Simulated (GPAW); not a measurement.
## Optical response of BaTiO3

Aim: the dielectric function of BaTiO3, and the optical constants that follow from it. The cell comes from an older database entry, whose edges can differ from later determinations, mostly by under a per cent.

Main program and level: GPAW 26.7.0; DFT, PBE, plane-wave PAW (GPAW data sets), scalar-relativistic, RPA, optical limit.

The database entry behind the starting cell differs from later determinations by our own check (c/a about 0.6 % short), so it need not match the best structure at ambient conditions.

### Step 1. Set-up

The structure is tetragonal, space group P4mm (No. 99). Conventional cell: a = 4.000 Å, b = 4.000 Å, c = 4.018 Å, α = 90.00°, β = 90.00°, γ = 90.00°. Ba has 12 O at 2.79 to 2.88 Å nearest. Ti has 6 O at 1.89 to 2.13 Å nearest. Nearest to O lie 2 Ti at 2.00 Å and 4 Ba at 2.79 to 2.88 Å. Nearest to O lie 2 Ti at 1.89 to 2.13 Å and 4 Ba at 2.83 Å. Farther neighbours and most contacts between anions are not listed.

### Step 2. Ground state

First the ground state: is it a metal or has it a gap?

This step: DFT, PBE, plane-wave PAW (GPAW data sets), scalar-relativistic, ground state (GPAW 26.7.0).

The input, gs.py:

```python
from ase import Atoms
from ase.dft.bandgap import bandgap
from gpaw import GPAW, PW, FermiDirac

atoms = Atoms(['Ba', 'Ti', 'O', 'O', 'O'],
              cell=[[3.999800000000, 0.000000000000, 0.000000000000],
                    [0.000000000000, 3.999800000000, 0.000000000000],
                    [0.000000000000, 0.000000000000, 4.018000000000]],
              scaled_positions=[[0.000000000000, 0.000000000000, 0.000000000000],
                                [0.500000000000, 0.500000000000, 0.490000000000],
                                [0.000000000000, 0.500000000000, 0.517000000000],
                                [0.500000000000, 0.000000000000, 0.517000000000],
                                [0.500000000000, 0.500000000000, 0.019000000000]],
              pbc=[True, True, True])
atoms.calc = GPAW(mode=PW(550), xc='PBE', kpts={'size': (6, 6, 6), 'gamma': True},
                  occupations=FermiDirac(0.05), maxiter=150, txt='gs.txt')
print('energy (eV)', atoms.get_potential_energy())
print('Fermi level (eV)', atoms.calc.get_fermi_level())
print('valence electrons', atoms.calc.get_number_of_electrons())
print('gap (eV)', bandgap(atoms.calc, output=None)[0])
print('direct gap (eV)', bandgap(atoms.calc, direct=True, output=None)[0])
atoms.calc.write('gs.gpw')
```

Command:

```console
$ OMP_NUM_THREADS=1 python gs.py
```

Numbers of over 12 decimals in the logs are rounded to 6 here.

The program printed:

```text
__  _  _
 | _ |_)|_||  |
 |__||  | ||/\| - 26.7.0

Versions:
  Python: 3.12.14
  ASE:    3.29.0
  Numpy:  2.5.5
  Scipy:  1.18.1
  Libxc:  7.0.0

Input parameters:
  mode=PW(ecut=550.0),
  kpts=MonkhorstPack(size=(6, 6, 6), gamma=True),
  maxiter=150,
  occupations=Occupations(name='fermi-dirac', width=0.05, fixmagmom=False),
  xc=XC(name='PBE')

Diagonalizing LCAO Hamiltonian
Converting LCAO to pw mode
   .---------.
  /|         |
 * |         |
 |O|         |
 | |  OTi    |
 | .---------.
 |/    O    /
 Ba--------*

Atoms  # Å, Bohr magnetons
|   | symbol |        x |        y |        z |    initial magnetic moments |
| 0 |     Ba | 0.000000 | 0.000000 | 0.000000 | ( 0.0000,  0.0000,  0.0000) |
| 1 |     Ti | 1.999900 | 1.999900 | 1.968820 | ( 0.0000,  0.0000,  0.0000) |
| 2 |      O | 0.000000 | 1.999900 | 2.077306 | ( 0.0000,  0.0000,  0.0000) |
| 3 |      O | 1.999900 | 0.000000 | 2.077306 | ( 0.0000,  0.0000,  0.0000) |
| 4 |      O | 1.999900 | 1.999900 | 0.076342 | ( 0.0000,  0.0000,  0.0000) |

Unit cell  # Å
| periodic |        x |        y |        z |  lengths |    angles |
|      yes | 3.999800 | 0.000000 | 0.000000 | 3.999800 | 90.000000 |
|      yes | 0.000000 | 3.999800 | 0.000000 | 3.999800 | 90.000000 |
|      yes | 0.000000 | 0.000000 | 4.018000 | 4.018000 | 90.000000 |

Number of symmetries: 8
Symmetry operations  # r_c * U_cc + t_c -> r_c
|   | kind |            matrix            |
| 0 |  E   |  1, 0, 0,  0, 1, 0,  0, 0, 1 |
| 1 |  σ   |  1, 0, 0,  0,-1, 0,  0, 0, 1 |
| 2 |  σ   |  0, 1, 0,  1, 0, 0,  0, 0, 1 |
| 3 |  C4  |  0, 1, 0, -1, 0, 0,  0, 0, 1 |
| 4 |  C4  |  0,-1, 0,  1, 0, 0,  0, 0, 1 |
| 5 |  σ   |  0,-1, 0, -1, 0, 0,  0, 0, 1 |
| 6 |  σ   | -1, 0, 0,  0, 1, 0,  0, 0, 1 |
| 7 |  C2  | -1, 0, 0,  0,-1, 0,  0, 0, 1 |

BZ-sampling:
  Number of BZ points: 216
  Number of IBZ points: 40

  Monkhorst-Pack size: [6, 6, 6]
  Monkhorst-Pack shift: [0.083333, 0.083333, 0.083333]

K-points  # in reciprocal-cell coordinates
|     |                                coordinates |     weight |
|   0 | (  0.00000000,   0.00000000,   0.00000000) | 0.00462963 |
|   1 | (  0.00000000,   0.00000000,   0.16666667) | 0.00925926 |
|   2 | (  0.00000000,   0.00000000,   0.33333333) | 0.00925926 |
|   3 | (  0.00000000,   0.00000000,   0.50000000) | 0.00462963 |
|   4 | (  0.16666667,   0.00000000,   0.00000000) | 0.01851852 |
|   5 | (  0.16666667,   0.00000000,   0.16666667) | 0.03703704 |
|   6 | (  0.16666667,   0.00000000,   0.33333333) | 0.03703704 |
|   7 | (  0.16666667,   0.00000000,   0.50000000) | 0.01851852 |
|   8 | (  0.16666667,   0.16666667,   0.00000000) | 0.01851852 |
|   9 | (  0.16666667,   0.16666667,   0.16666667) | 0.03703704 |
| ... |                                            |            |
|  39 | (  0.50000000,   0.50000000,   0.50000000) | 0.00462963 |

Plane wave coefficients: 1924
Cutoff: 550.0 eV

Spin-components: 1 (collinear spins)
Bands:           28
Projectors:      27
Spin-degeneracy: 2
Datatype:        complex128

Parallelization:
  kpt:    1
  domain: 1
  band:   1

Density:
  Valence electrons: 40.0
  Components: 1
  Grid points: [24 24 24]
  Charge: 0.0  # |e|

Potential:
  Grid points: [24 24 24]

species:
  Ba:
    name:    Barium
    id:
    Z:       56.0
    valence: 10
    core:    46
    charge:  0.0  # [|e|]
    compensation charges:
      type: gauss
      rc: 0.37  # [Å]
      lmax: 2
    cutoffs:
      filter: 2.06  # [Å]
      core: 2.33  # [Å]
    projectors
    | kind |    occ | energy [eV] | rcut [Å] |
    |   5s |  2.000 |     -33.644 |    1.164 |
    |   6s |  2.000 |      -3.229 |    1.164 |
    |   5p |  6.000 |     -18.744 |    1.164 |
    |    p |        |       0.000 |    1.164 |
    |    d |        |       0.000 |    1.164 |
    |    d |        |      27.211 |    1.164 |

    Using partial waves for Ba as LCAO basis

  Ti:
    name:    Titanium
    id:
    Z:       22.0
    valence: 12
    core:    10
    charge:  0.0  # [|e|]
    compensation charges:
      type: gauss
      rc: 0.38  # [Å]
      lmax: 2
    cutoffs:
      filter: 2.23  # [Å]
      core: 1.02  # [Å]
    projectors
    | kind |    occ | energy [eV] | rcut [Å] |
    |   3s |  2.000 |     -62.623 |    1.270 |
    |   4s |  2.000 |      -4.466 |    1.270 |
    |   3p |  6.000 |     -38.862 |    1.058 |
    |   4p |  0.000 |      -1.466 |    1.058 |
    |   3d |  2.000 |      -4.258 |    1.058 |
    |    d |        |      22.953 |    1.058 |

    Using partial waves for Ti as LCAO basis

  O:
    name:    Oxygen
    id:
    Z:       8.0
    valence: 6
    core:    2
    charge:  0.0  # [|e|]
    compensation charges:
      type: gauss
      rc: 0.21  # [Å]
      lmax: 2
    cutoffs:
      filter: 1.17  # [Å]
      core: 0.83  # [Å]
    projectors
    | kind |    occ | energy [eV] | rcut [Å] |
    |   2s |  2.000 |     -23.961 |    0.688 |
    |   2p |  4.000 |      -9.029 |    0.598 |
    |    s |        |       3.251 |    0.688 |
    |    p |        |      18.182 |    0.598 |
    |    d |        |       0.000 |    0.619 |

    Using partial waves for O as LCAO basis

Reference energy: -250624.413696  # eV

eigensolver:
  PPCG
  Converge bands: occupied
  niter=2

density mixing:
  MSR1-Mixer
  Pratt-step length: 0.05
  Maximum mixing coefficient: 0.75
  Old densities: 10
  SVD Regularization: 0.005
  Good broyden scale: 1.0
  Trust region scale: 1.0
  Backstep threshold: 4.0
  History deletion threshold: 6.0
  Fourier metric: weight=20.0, sigma=0.015

occupation numbers:
  Fermi-Dirac:
    width: 0.0500  # eV

poisson solver:
  ecut: 4400.0  # eV

xc functional:
  name: PBE with 2 nearest neighbor stencil

convergence criteria:
- Maximum [total energy] change in last 3 cyles: 0.0005 eV / valence electron
- Maximum integral of absolute [dens]ity change: 0.0001 electrons / valence electron
- Maximum integral of absolute [eigenst]ate change: 4e-08 eV^2 / valence electron
maximum number of iterations: 150

SCF iterations
|iter     |      energy | eigst |  dens |
|iter:   1||  -44.202771 | -0.07 |       |
|iter:   2||  -42.441777 | -1.64 | -0.87 |
|iter:   3||  -39.194791 | -0.68 | -0.94 |
|iter:   4||  -38.941434 | -1.80 | -1.42 |
|iter:   5||  -38.896240 | -2.57 | -1.62 |
|iter:   6||  -38.903025 | -3.30 | -1.98 |
|iter:   7||  -38.902827c| -4.17 | -2.70 |
|iter:   8||  -38.902745c| -4.64 | -2.99 |
|iter:   9||  -38.902751c| -6.20 | -3.49 |
|iter:  10||  -38.902753c| -6.84 | -3.91 |
|iter:  11||  -38.902753c| -8.07c| -4.58c|

Converged in 11 steps
SCF loop duration: 45.138 s (4.103 s/step)
Energy contributions relative to reference atoms: (reference = -250624.413696)

Energy contributions:
  Kinetic:          41.341955
  Coulomb:         -42.995025
  Zero:              0.401936
  External:          0.000000
  Xc:              -37.651619
  Entropy:          -0.000000
  Spinorbit:         0.000000
  ----------------------------
  Free energy:     -38.902753
  Extrapolated:    -38.902753

dipole moment: (-35.439108, -35.439108, -33.904216)  # |e|*Ang

Fermi level: 8.604
Eigenvalues  # (at kpt = [0.000, 0.000, 0.000])
| band index |      eig [eV] | occ [0-2] |
|          0 |       -48.861 |     2.000 |
|        ... |               |           |
|         12 |         5.360 |     2.000 |
|         13 |         5.360 |     2.000 |
|         14 |         6.445 |     2.000 |
|         15 |         6.445 |     2.000 |
|         16 |         6.538 |     2.000 |
|         17 |         7.396 |     2.000 |
|         18 |         7.408 |     2.000 |
|         19 |         7.408 |     2.000 |
|         20 |         9.491 |     0.000 |
|         21 |         9.704 |     0.000 |
|         22 |         9.704 |     0.000 |
|         23 |        11.684 |     0.000 |
|         24 |        11.780 |     0.000 |
|         25 |        12.695 |     0.000 |
|         26 |        12.760 |     0.000 |
|         27 |        15.006 |     0.000 |

Gap: 1.810 eV
Transition (v -> c):
  (s=0, k=39, n=19, [0.50, 0.50, 0.50]) -> (s=0, k=0, n=20, [0.00, 0.00, 0.00])
Direct/indirect transitions are different
Direct gap: 2.083 eV
Transition at: (s=0, k=0, n=19, [0.00, 0.00, 0.00])

--- standard output ---
energy (eV) -38.902753
Fermi level (eV) 8.604085
valence electrons 40.0
gap (eV) 1.810416
direct gap (eV) 2.082815
```

It took 48 s on 1 thread of Arm Neoverse V1, shared host; peak memory 0.22 GiB.

Numbers from this step:

- energy: -38.90 eV
- Fermi energy: 8.604 eV
- gap on the k-mesh: 1.810 eV
- direct gap on the mesh: 2.083 eV
- electrons: 40

There is a gap, 1.81 eV on this mesh (points off the mesh can give less), so no carriers' term is needed.

### Step 3. Bands for the response

The response needs many more empty bands than the density does.

This step: DFT, PBE, plane-wave PAW (GPAW data sets), scalar-relativistic, bands at fixed density (GPAW 26.7.0).

The input, nscf.py:

```python
from ase.dft.bandgap import bandgap
from gpaw import GPAW, FermiDirac

calc = GPAW('gs.gpw').fixed_density(kpts={'size': (7, 7, 7), 'gamma': True}, nbands=62, convergence={'bands': 56},
                                    occupations=FermiDirac(0.001), txt='nscf.txt')
print('gap (eV)', bandgap(calc, output=None)[0])
print('direct gap (eV)', bandgap(calc, direct=True, output=None)[0])
print('top band over the Fermi level (eV)', min(calc.get_eigenvalues(kpt=k)[55] for k in range(len(calc.get_ibz_k_points()))) - calc.get_fermi_level())
calc.write('full.gpw', mode='all')
```

Command:

```console
$ OMP_NUM_THREADS=1 python nscf.py
```

The program printed:

```text
Diagonalizing LCAO Hamiltonian
Converting LCAO to pw mode
convergence criteria:
- Maximum integral of absolute [eigenst]ate change: 4e-08 eV^2 / valence electron
maximum number of iterations: 150

SCF iterations
|iter     |      energy | eigst |  dens |
|iter:   1||             | +3.40 |       |
|iter:   2||             | +2.21 |       |
|iter:   3||             | +0.97 |       |
|iter:   4||             | -0.28 |       |
|iter:   5||             | -1.10 |       |
|iter:   6||             | -2.06 |       |
|iter:   7||             | -2.87 |       |
|iter:   8||             | -3.85 |       |
|iter:   9||             | -4.67 |       |
|iter:  10||             | -5.65 |       |
|iter:  11||             | -6.49 |       |
|iter:  12||             | -7.13 |       |
|iter:  13||             | -7.46c|       |
SCF steps: 13
  __  _  _
 | _ |_)|_||  |
 |__||  | ||/\| - 26.7.0

Versions:
  Python: 3.12.14
  ASE:    3.29.0
  Numpy:  2.5.5
  Scipy:  1.18.1
  Libxc:  7.0.0

Input parameters:
  mode=PW(ecut=550.0),
  convergence={'bands': 56},
  gpts=array([24, 24, 24]),
  kpts=MonkhorstPack(size=(7, 7, 7), gamma=True),
  maxiter=150,
  nbands=62,
  occupations=Occupations(name='fermi-dirac', width=0.001, fixmagmom=False),
  parallel={},
  xc=XC(name='PBE')

--- standard output ---
gap (eV) 1.908900
direct gap (eV) 2.082815
top band over the Fermi level (eV) 30.350285
```

It took 1.9 min on 1 thread; peak memory 0.29 GiB.

Read-outs, printed or worked out from the files:

| Quantity | Value |
| --- | --- |
| gap on the k-mesh | 1.909 eV |

[end of part 1 of 2]

[Machine, clock and banner lines and Python warnings are left out of the logs.]

[Logs are printed without paths, hosts, clocks, repeated set-up lines and the standing remarks that a program may print on its own settings, such as how far it seeks lower states.]

[Hosts, paths, dates, database ids (printed as entryN), source tags and the programs' standing remarks are cut or masked in the printed files.]
